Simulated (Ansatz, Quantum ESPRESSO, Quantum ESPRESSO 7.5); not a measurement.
## Work-function anisotropy of Li

Wanted: work functions of Li face by face, under two functionals.

Program: Quantum ESPRESSO 7.5. Level of theory: plane-wave DFT, PBE, GBRV ultrasoft pseudopotentials (geometry and cross-check by Ansatz 0.2.0 with PAW datasets; geometry under PBE). Results are calculated unless marked as measured.

**What experiment says.**

For Li (polycrystalline sample, no single face), “Anisotropic work function of elemental crystals” (2019, arxiv:1902.07811) quotes earlier work: work function, loosely compared (polycrystalline sample, no single face) 2.93 eV.

This is a report of a sequence of runs, with most program output left out.

## Step 1: The structure

The cell holds 7 atoms: 7 Li. Its edges and angles: a = 3.022 Å, b = 3.022 Å, c = 30.807 Å, α = 90.0°, β = 90.0°, γ = 70.5°. It derives from Li. Vacuum lies along c.

## Step 2: Geometry from Ansatz of (110)

A relaxation in Ansatz fixes the structure of this slab for the runs on it.

Input file input.yaml:

```yaml
crystal:
  lattice:
    - [2.4678026663, -1.745, 0.0]
    - [2.4678026663, 1.745, 0.0]
    - [0.0, 0.0, 30.806815998]
  atoms:
    - { symbol: Li, position: [0.0, 0.0, 0.2596827923] }
    - { symbol: Li, position: [0.5, 0.5, 0.3397885282] }
    - { symbol: Li, position: [0.0, 0.0, 0.4198942641] }
    - { symbol: Li, position: [0.5, 0.5, 0.5] }
    - { symbol: Li, position: [0.0, 0.0, 0.5801057359] }
    - { symbol: Li, position: [0.5, 0.5, 0.6602114718] }
    - { symbol: Li, position: [0.0, 0.0, 0.7403172077] }
kpoints:
  mp_grid: { grid: [12, 12, 1] }
hamiltonian:
  xc: pbe
scf:
  occupations: { method: fermi_dirac, width: 0.1 }
  convergence: { dr2_threshold: 1.0e-08 }
efield:
  axis: 3
  dipole_correction: true
  ramp_position: 0.97
  ramp_width: 0.04
relax:
  f_tol: 0.01
  constraints: [{ sites: [2, 3, 4] }]
output:
  write_potential: true
  write_density: true
  volumetric_format: npy
```

Run with:

```
$ ansatz run input.yaml --threads 2 --pin off --max-ram 4096MiB --backend cpu --events-out ev --progress --plain --runs-dir out
```

Run time: 17 s. Hardware: 2 threads of Arm Neoverse V2, shared host; peak memory 0.5 GiB; 34 s of CPU time.

Step by step:

| step | energy less that of the first step (eV) | largest force component (eV/Å) |
| --- | --- | --- |
| 1 | 0.0000 | 0.1021 |
| 2 | -0.0201 | 0.0187 |
| 3 | -0.0212 | 0.0041 |

Forces are held to the 4 operations that the run works with; a distortion that breaks them can't arise in this run.

The atoms that moved most (Å):

| atom | dx | dy | dz | length |
| --- | --- | --- | --- | --- |
| Li1 | 0.000 | 0.000 | 0.252 | 0.252 |
| Li7 | 0.000 | 0.000 | -0.252 | 0.252 |
| Li2 | 0.000 | 0.000 | 0.085 | 0.085 |
| Li6 | 0.000 | 0.000 | -0.085 | 0.085 |

The relaxation lowers the energy by 3 meV an atom. Held were the atoms numbered 3, 4 and 5; the forces quoted are those on the free ones.

Numbers from this step:

| Quantity | Value |
| --- | --- |
| free energy | -1432.3426 eV |
| energy at zero smearing | -1432.2818 eV |
| smearing term TS | 0.1215 eV |
| Fermi energy | -0.8428 eV |
| symmetry operations | 4 |
| work function of the upper face | 3.192 eV |
| work function of the lower face | 3.192 eV |
| dipole along the normal | 2.00e-6 e·Å |

## Step 3: Ground state of (110), PBE

Both faces of the slab are alike, so a plain periodic cell serves and symmetry is kept.

Level of this step: plane-wave DFT, PBE, GBRV ultrasoft pseudopotentials (Quantum ESPRESSO 7.5).

Input file 110.pbe.in:

```
&control
  prefix = '110.pbe'
  outdir = './out'
  pseudo_dir = './pseudo'
  calculation = 'scf'
  tprnfor = .true.
/
&system
  ibrav = 0
  nat = 7
  ntyp = 1
  ecutwfc = 40
  ecutrho = 200
  occupations = 'smearing'
  smearing = 'mv'
  degauss = 0.02
/
&electrons
  conv_thr = 1e-07
  mixing_beta = 0.4
  electron_maxstep = 120
  mixing_mode = 'local-TF'
/
ATOMIC_SPECIES
  Li  6.9400  li_pbe_v1.4.uspp.F.UPF
CELL_PARAMETERS angstrom
  2.46780266630000 -1.74500000000000 0.00000000000000
  2.46780266630000 1.74500000000000 0.00000000000000
  0.00000000000000 0.00000000000000 30.80681599800000
ATOMIC_POSITIONS crystal
  Li  0.000000000000 0.000000000000 0.267848968453
  Li  0.500000000000 0.500000000000 0.342546321996
  Li  0.000000000000 0.000000000000 0.419894264100
  Li  0.500000000000 0.500000000000 0.500000000000
  Li  0.000000000000 0.000000000000 0.580105735900
  Li  0.500000000000 0.500000000000 0.657453716570
  Li  0.000000000000 0.000000000000 0.732151031599
K_POINTS automatic
  12 12 1 0 0 0
```

Run with:

```
$ OMP_NUM_THREADS=1 mpirun -n 2 pw.x -nk 2 -in 110.pbe.in > 110.pbe.out
```

The job ended after 46 s (2 MPI ranks; peak memory 0.33 GiB).

Read from the output:

| Property | Result |
| --- | --- |
| free energy | -1377.7928 eV |
| Fermi energy | -0.874 eV |

## Step 4: Potential by pp.x of (110)

plot_num = 11 writes the bare and Hartree potential. It leaves out exchange and correlation, which fade slowly, so it flattens close to the surface.

Input file 110.pbe.pot.in:

```
&inputpp
  prefix = '110.pbe'
  outdir = './out'
  filplot = '110.pbe.pot.dat'
  plot_num = 11
/
```

Run with:

```
$ OMP_NUM_THREADS=1 mpirun -n 2 pp.x -in 110.pbe.pot.in > 110.pbe.pot.out
```

The job ended after 0.78 s (2 MPI ranks; peak memory 0.09 GiB; 1.4 s of CPU time).

This step gave:

| Property | Result |
| --- | --- |
| work function of the upper face | 3.173 eV |
| slope of the potential above | 9.65e-4 eV/Å |
| upper vacuum line continued to the top atoms, over the Fermi level | 3.168 eV |
| work function of the lower face | 3.173 eV |
| slope of the potential below | -6.80e-4 eV/Å |
| lower vacuum line continued to the bottom atoms, over the Fermi level | 3.169 eV |

The potential energy, planar mean oscillates, so the rows of the table below give means over windows of 2.4 Å about each position, cut where the curve ends. Its maxima inside the range that stand out by 2 % of the span (Å: eV): 9.4: 1.52, 11.8: 1.72, 14.1: 1.87, 16.7: 1.87, 19.1: 1.72, 21.5: 1.52. Its minima: 8.2: -2.65, 10.5: -2.30, 12.9: -2.34, 15.4: -2.40, 17.9: -2.34, 20.3: -2.30, 22.6: -2.65.

Electrostatic potential energy of an electron; zero at the Fermi level. Potential energy, planar mean against z; means over each step:

z (Å), potential energy, planar mean (eV) and a bar from the least value:
```
     1.20       3.17 ##############################
     3.60       3.17 ##############################
     6.00       2.74 ##########################
     8.40      -0.50 
    10.80      -0.20 ##
    13.20      -0.17 ###
    15.60      -0.19 ###
    18.00      -0.20 ##
    20.40      -0.23 ##
    22.80      -0.44 
    25.20       2.96 ############################
    27.60       3.17 ##############################
    30.00       3.17 ##############################
```

## Step 5: SCF with pw.x of (110), PBEsol

The same atoms under a second functional.

Level of this step: plane-wave DFT, PBEsol, GBRV ultrasoft pseudopotentials (Quantum ESPRESSO 7.5).

110.pbesol.in is the input of step 3 with these lines changed:

```diff
@@ -1,3 +1,3 @@
 &control
-  prefix = '110.pbe'
+  prefix = '110.pbesol'
   outdir = './out'
@@ -24,3 +24,3 @@
 ATOMIC_SPECIES
-  Li  6.9400  li_pbe_v1.4.uspp.F.UPF
+  Li  6.9400  li_pbesol_v1.4.uspp.F.UPF
 CELL_PARAMETERS angstrom
```

Run with:

```
$ OMP_NUM_THREADS=1 mpirun -n 2 pw.x -nk 2 -in 110.pbesol.in > 110.pbesol.out
```

Wall time 43 s (2 MPI ranks); peak memory 0.33 GiB.

Numbers from this step:

```
free energy  : -1368.0450 eV
Fermi energy : -0.8802 eV
```

## Step 6: Potential by pp.x of (110)

Input file 110.pbesol.pot.in:

```
&inputpp
  prefix = '110.pbesol'
  outdir = './out'
  filplot = '110.pbesol.pot.dat'
  plot_num = 11
/
```

Run with:

```
$ OMP_NUM_THREADS=1 mpirun -n 2 pp.x -in 110.pbesol.pot.in > 110.pbesol.pot.out
```

Wall time 0.79 s (2 MPI ranks); peak memory 0.11 GiB.

Numbers from this step:

| Item | Value |
| --- | --- |
| work function of the upper face | 3.200 eV |
| slope of the potential above | 9.45e-4 eV/Å |
| upper vacuum line continued to the top atoms, over the Fermi level | 3.194 eV |
| work function of the lower face | 3.200 eV |
| slope of the potential below | -6.59e-4 eV/Å |
| lower vacuum line continued to the bottom atoms, over the Fermi level | 3.196 eV |

On (110) the work function under PBEsol lies +0.03 eV from PBE's.

## Step 7: Relaxation with Ansatz of (100)

Level of this step: plane-wave DFT, PBE, Ansatz PAW (Ansatz 0.2.0).

System of this step: Li(100), 5 layers. The cell holds 5 atoms: 5 Li. Cell: a = 3.490 Å, b = 3.490 Å, c = 22.980 Å, α = 90.0°, β = 90.0°, γ = 90.0°. It derives from Li. Vacuum lies along c.

input.yaml, the sections that differ from step 2:

```yaml
crystal:
  lattice:
    - [3.49, 0.0, 0.0]
    - [0.0, 3.49, 0.0]
    - [0.0, 0.0, 22.98]
  atoms:
    - { symbol: Li, position: [0.0, 0.0, 0.3481288077] }
    - { symbol: Li, position: [0.5, 0.5, 0.4240644038] }
    - { symbol: Li, position: [0.0, 0.0, 0.5] }
    - { symbol: Li, position: [0.5, 0.5, 0.5759355962] }
    - { symbol: Li, position: [0.0, 0.0, 0.6518711923] }
kpoints:
  mp_grid: { grid: [8, 8, 1] }
relax:
  f_tol: 0.01
  constraints: [{ sites: [2] }]
# hamiltonian, scf, efield, output: as in step 2
```

Run with:

```
$ ansatz run input.yaml --threads 2 --pin off --max-ram 4096MiB --backend cpu --events-out ev --progress --plain --runs-dir out
```

It took 5.5 s on 2 threads; peak memory 0.37 GiB.

Step by step:

| step | energy less that of the first step (eV) | largest force component (eV/Å) |
| --- | --- | --- |
| 1 | 0.0000 | 0.0689 |
| 2 | -0.0042 | 0.0057 |
| 3 | -0.0043 | 0.0034 |

The atoms that moved most (Å):

| atom | dx | dy | dz | length |
| --- | --- | --- | --- | --- |
| Li4 | 0.000 | 0.000 | -0.071 | 0.071 |
| Li2 | 0.000 | 0.000 | 0.071 | 0.071 |
| Li5 | 0.000 | 0.000 | -0.035 | 0.035 |
| Li1 | 0.000 | 0.000 | 0.035 | 0.035 |

 Held were the atoms numbered 3; the forces quoted are those on the free ones.

Read from the output:

```
free energy                     : -1022.7683 eV
energy at zero smearing         : -1022.7221 eV
smearing term TS                : 0.09243 eV
Fermi energy                    : -1.377 eV
symmetry operations             : 8
work function of the upper face : 2.949 eV
work function of the lower face : 2.949 eV
dipole along the normal         : 1.39e-6 e·Å
```

## Step 8: Ground state of (100), PBE

Level of this step: plane-wave DFT, PBE, GBRV ultrasoft pseudopotentials (Quantum ESPRESSO 7.5).

Input file 100.pbe.in:

```
&control
  prefix = '100.pbe'
  outdir = './out'
  pseudo_dir = './pseudo'
  calculation = 'scf'
  tprnfor = .true.
/
&system
  ibrav = 0
  nat = 5
  ntyp = 1
  ecutwfc = 40
  ecutrho = 200
  occupations = 'smearing'
  smearing = 'mv'
  degauss = 0.02
/
&electrons
  conv_thr = 1e-07
  mixing_beta = 0.4
  electron_maxstep = 120
  mixing_mode = 'local-TF'
/
ATOMIC_SPECIES
  Li  6.9400  li_pbe_v1.4.uspp.F.UPF
CELL_PARAMETERS angstrom
  3.49000000000000 0.00000000000000 0.00000000000000
  0.00000000000000 3.49000000000000 0.00000000000000
  0.00000000000000 0.00000000000000 22.98000000000000
ATOMIC_POSITIONS crystal
  Li  -0.000000000000 0.000000000000 0.349649741372
  Li  0.500000000000 0.500000000000 0.427145297503
  Li  0.000000000000 0.000000000000 0.500000000000
  Li  0.500000000000 0.500000000000 0.572854683792
  Li  0.000000000000 0.000000000000 0.650350225915
K_POINTS automatic
  8 8 1 0 0 0
```

Run with:

```
$ OMP_NUM_THREADS=1 mpirun -n 2 pw.x -nk 2 -in 100.pbe.in > 100.pbe.out
```

Run time: 18 s. Hardware: 2 MPI ranks; peak memory 0.28 GiB.

This step gave:

```
free energy  : -983.8076 eV
Fermi energy : -1.376 eV
```

## Step 9: Electrostatic potential of (100)

Input file 100.pbe.pot.in:

```
&inputpp
  prefix = '100.pbe'
  outdir = './out'
  filplot = '100.pbe.pot.dat'
  plot_num = 11
/
```

Run with:

```
$ OMP_NUM_THREADS=1 mpirun -n 2 pp.x -in 100.pbe.pot.in > 100.pbe.pot.out
```

The job ended after 0.79 s (2 MPI ranks; peak memory 0.11 GiB).

Read from the output:

```
work function of the upper face                                       : 2.906 eV
slope of the potential above                                          : 8.48e-4 eV/Å
upper vacuum line continued to the top atoms, over the Fermi level    : 2.901 eV
work function of the lower face                                       : 2.906 eV
slope of the potential below                                          : -6.41e-4 eV/Å
lower vacuum line continued to the bottom atoms, over the Fermi level : 2.902 eV
```

The potential energy, planar mean oscillates, so the rows of the table below give means over windows of 1.72 Å about each position, cut where the curve ends. Its maxima inside the range that stand out by 2 % of the span (Å: eV): 9.0: 0.709, 10.7: 0.461, 12.3: 0.461, 14.0: 0.709. Its minima: 8.0: -1.22, 9.9: -0.898, 11.5: -0.910, 13.1: -0.898, 14.9: -1.22.

Electrostatic potential energy of an electron; zero at the Fermi level. The potential energy, planar mean by z; means over each step:

z (Å), potential energy, planar mean (eV) and a bar from the least value:
```
     0.86       2.91 ##############################
     2.58       2.91 ##############################
     4.30       2.89 ##############################
     6.02       2.56 ###########################
     7.74      -0.15 ##
     9.46      -0.17 ##
    11.18      -0.28 
    12.90      -0.25 #
    14.62      -0.33 
    16.34       1.91 #####################
    18.06       2.86 ##############################
    19.78       2.90 ##############################
    21.50       2.91 ##############################
```

## Step 10: SCF with pw.x of (100), PBEsol

Level of this step: plane-wave DFT, PBEsol, GBRV ultrasoft pseudopotentials (Quantum ESPRESSO 7.5).

100.pbesol.in is the input of step 8 with these lines changed:

```diff
@@ -1,3 +1,3 @@
 &control
-  prefix = '100.pbe'
+  prefix = '100.pbesol'
   outdir = './out'
@@ -24,3 +24,3 @@
 ATOMIC_SPECIES
-  Li  6.9400  li_pbe_v1.4.uspp.F.UPF
+  Li  6.9400  li_pbesol_v1.4.uspp.F.UPF
 CELL_PARAMETERS angstrom
```

Run with:

```
$ OMP_NUM_THREADS=1 mpirun -n 2 pw.x -nk 2 -in 100.pbesol.in > 100.pbesol.out
```

The job ended after 18 s (2 MPI ranks; peak memory 0.28 GiB).

Read from the output:

- free energy: -976.8329 eV
- Fermi energy: -1.383 eV

## Step 11: Potential by pp.x of (100)

Input file 100.pbesol.pot.in:

```
&inputpp
  prefix = '100.pbesol'
  outdir = './out'
  filplot = '100.pbesol.pot.dat'
  plot_num = 11
/
```

Run with:

```
$ OMP_NUM_THREADS=1 mpirun -n 2 pp.x -in 100.pbesol.pot.in > 100.pbesol.pot.out
```

Elapsed: 0.79 s, on 2 MPI ranks; peak memory 0.11 GiB.

Numbers from this step:

| Quantity | Value |
| --- | --- |
| work function of the upper face | 2.930 eV |
| slope of the potential above | 8.54e-4 eV/Å |
| upper vacuum line continued to the top atoms, over the Fermi level | 2.925 eV |
| work function of the lower face | 2.930 eV |
| slope of the potential below | -6.45e-4 eV/Å |
| lower vacuum line continued to the bottom atoms, over the Fermi level | 2.926 eV |

On (100) the work function under PBEsol lies +0.02 eV from PBE's.

## Step 12: Geometry from Ansatz of (111)

Level of this step: plane-wave DFT, PBE, Ansatz PAW (Ansatz 0.2.0).

System of this step: Li(111), 9 layers. The cell holds 9 atoms: 9 Li. Cell: a = 4.936 Å, b = 4.936 Å, c = 24.060 Å, α = 90.0°, β = 90.0°, γ = 60.0°. It derives from Li. Vacuum lies along c.

input.yaml, the sections that differ from step 7:

```yaml
crystal:
  lattice:
    - [4.9356053327, 0.0, 0.0]
    - [2.4678026663, 4.2743596012, 0.0]
    - [0.0, 0.0, 24.0598097579]
  atoms:
    - { symbol: Li, position: [0.3333333333, 0.3333333333, 0.3325047072] }
    - { symbol: Li, position: [0.6666666667, 0.6666666667, 0.3743785304] }
    - { symbol: Li, position: [0.0, 0.0, 0.4162523536] }
    - { symbol: Li, position: [0.3333333333, 0.3333333333, 0.4581261768] }
    - { symbol: Li, position: [0.6666666667, 0.6666666667, 0.5] }
    - { symbol: Li, position: [0.0, 0.0, 0.5418738232] }
    - { symbol: Li, position: [0.3333333333, 0.3333333333, 0.5837476464] }
    - { symbol: Li, position: [0.6666666667, 0.6666666667, 0.6256214696] }
    - { symbol: Li, position: [0.0, 0.0, 0.6674952928] }
kpoints:
  mp_grid: { grid: [6, 6, 1] }
relax:
  f_tol: 0.01
  constraints: [{ sites: [2, 3, 4, 5, 6] }]
# hamiltonian, scf, efield, output: as in step 7
```

Run with:

```
$ ansatz run input.yaml --threads 2 --pin off --max-ram 4096MiB --backend cpu --events-out ev --progress --plain --runs-dir out
```

Run time: 8.9 s. Hardware: 2 threads; peak memory 0.5 GiB; 17 s of CPU time.

The steps of the relaxation:

| step | energy less that of the first step (eV) | largest force component (eV/Å) |
| --- | --- | --- |
| 1 | 0.0000 | 0.1662 |
| 2 | -0.0410 | 0.0196 |
| 3 | -0.0416 | 0.0027 |

Forces are held to the 6 operations that the run works with; a distortion that breaks them can't arise in this run.

The atoms that moved most (Å):

| atom | dx | dy | dz | length |
| --- | --- | --- | --- | --- |
| Li8 | 0.000 | 0.000 | -0.205 | 0.205 |
| Li2 | 0.000 | 0.000 | 0.205 | 0.205 |
| Li9 | 0.000 | 0.000 | -0.118 | 0.118 |
| Li1 | 0.000 | 0.000 | 0.118 | 0.118 |

The relaxation lowers the energy by 5 meV an atom. Held were the atoms numbered 3, 4, 5, 6 and 7; the forces quoted are those on the free ones.

This step gave:

* free energy: -1840.8340 eV
* energy at zero smearing: -1840.7535 eV
* smearing term TS: 0.1610 eV
* Fermi energy: -1.409 eV
* symmetry operations: 6
* work function of the upper face: 2.922 eV
* work function of the lower face: 2.922 eV
* dipole along the normal: 2.96e-6 e·Å

[end of part 1 of 2]

[Logs are printed without paths, hosts, clocks, repeated set-up lines and the standing remarks that a program may print on its own settings, such as how far it seeks lower states.]

[Hosts, paths, dates, database ids (printed as entryN), source tags and the programs' standing remarks are cut or masked in the printed files.]

[Maps of the electrostatic potential energy from Ansatz leave out the sawtooth potential of an applied field or a dipole correction, so their vacuum need not be flat; planar profiles and work functions include it.]
